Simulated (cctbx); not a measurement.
**Accept or mend?**

Cell a = 8.5810 Å, b = 8.5810 Å, c = 8.6620 Å, α = 90.00°, β = 90.00°, γ = 90.00°; space group I-42d (no. 122).

Simulated single-crystal data (cctbx): Mo Kα, λ = 0.71073 Å, to d = 0.84 Å, 80 % of the full sphere, strongest reflection 5000 counts, noise from counting, a 6 % proportional error and a noise floor of 15 counts (s.d.); no absorption.

An anisotropic refinement with weights 1/σ² prints:

```text
Rint 0.051, 286 unique reflections to 0.84 A
cycle     R1     wR2    GooF  max shift (A)
   1  0.1718  0.3867  10.486   0.00141
   2  0.1716  0.3766  10.210   0.00000
final R1 0.1716 wR2 0.3766 GooF 10.210  parameters 7  data/parameter 40.9
atom        x        y        z      Ueq    occ   su(xyz)  su(Uiso or U11)
Eu1    0.00000  0.00000  0.00000   0.0058  1.000  0.00000  0.0026
Ce1    0.25000  0.13192  0.37500   0.0050  1.000  0.00068  0.0032
difference map: max 23.86 min -8.09 rms 2.56
Q1    0.0753  0.6725  0.9439   16   24.95  2.88 A from Ce1
Q2    0.1348  0.7500  0.6250    8   21.15  0.02 A from Ce1
Q3    0.0000  0.0000  0.0000    4   17.66  0.00 A from Eu1
Q4    0.0758  0.6769  0.3025   16    9.02  1.71 A from Eu1
Q5    0.0624  0.1713  0.3113   16    8.69  1.73 A from Ce1
Q6    0.0809  0.6800  0.8084   16    7.68  1.75 A from Ce1
```

**Question.** Can this result stand? If not, what is the likely fault?

Mend it. The fault: an atom left out, S at (0.3268, 0.4223, 0.1956). Against the right model at the same level, R1 goes from 0.0155 to 0.1716 and GooF from 0.97 to 10.21 and the top difference peak, 24.9 e/Å³, lies 2.88 Å from Ce1. Q1 is the missing atom. With scattering power missing, scale and phases suffer, so peaks may also grow on the heavy atoms.

The compound is Ce2EuS4. The right model at the same level gives:

```text
Rint 0.051, 286 unique reflections to 0.84 A
cycle     R1     wR2    GooF  max shift (A)
   1  0.0184  0.0423   1.165   0.00259
   2  0.0155  0.0352   0.969   0.00000
final R1 0.0155 wR2 0.0352 GooF 0.969  parameters 16  data/parameter 17.9
atom        x        y        z      Ueq    occ   su(xyz)  su(Uiso or U11)
Eu1    0.00000  0.00000  0.00000   0.0116  1.000  0.00000  0.0003
Ce1    0.25000  0.13207  0.37500   0.0068  1.000  0.00006  0.0003
S1     0.32680  0.42200  0.19540   0.0105  1.000  0.00022  0.0009
Flack x: 0.03(5)
Hooft y: 0.026(39)  Bijvoet pairs: 112
difference map: max 0.90 min -0.73 rms 0.20
Q1    0.1830  0.2500  0.1250    8    0.91  2.02 A from S1
Q2    0.0000  0.0000  0.3401    8    0.56  1.66 A from S1
Q3    0.0009  0.1795  0.8698   16    0.54  1.58 A from S1
Q4    0.0449  0.0752  0.9520   16    0.53  0.86 A from Eu1
Q5    0.0127  0.1000  0.6334   16    0.51  1.49 A from S1
Q6    0.1856  0.2510  0.0207   16    0.51  1.70 A from Ce1
```

Isotropic U is held between 0.0001 and 1 Å² by the program, and listed peak heights are interpolated, so they can pass the grid's maximum.

The model was made for the exercise: a known structure type with other elements put in, its volume estimated, not relaxed; displacement parameters are assumed.

[Middle refinement cycles are left out of these outputs.]

[Logs are printed without paths, hosts, clocks, repeated set-up lines and the standing remarks that a program may print on its own settings, such as how far it seeks lower states.]
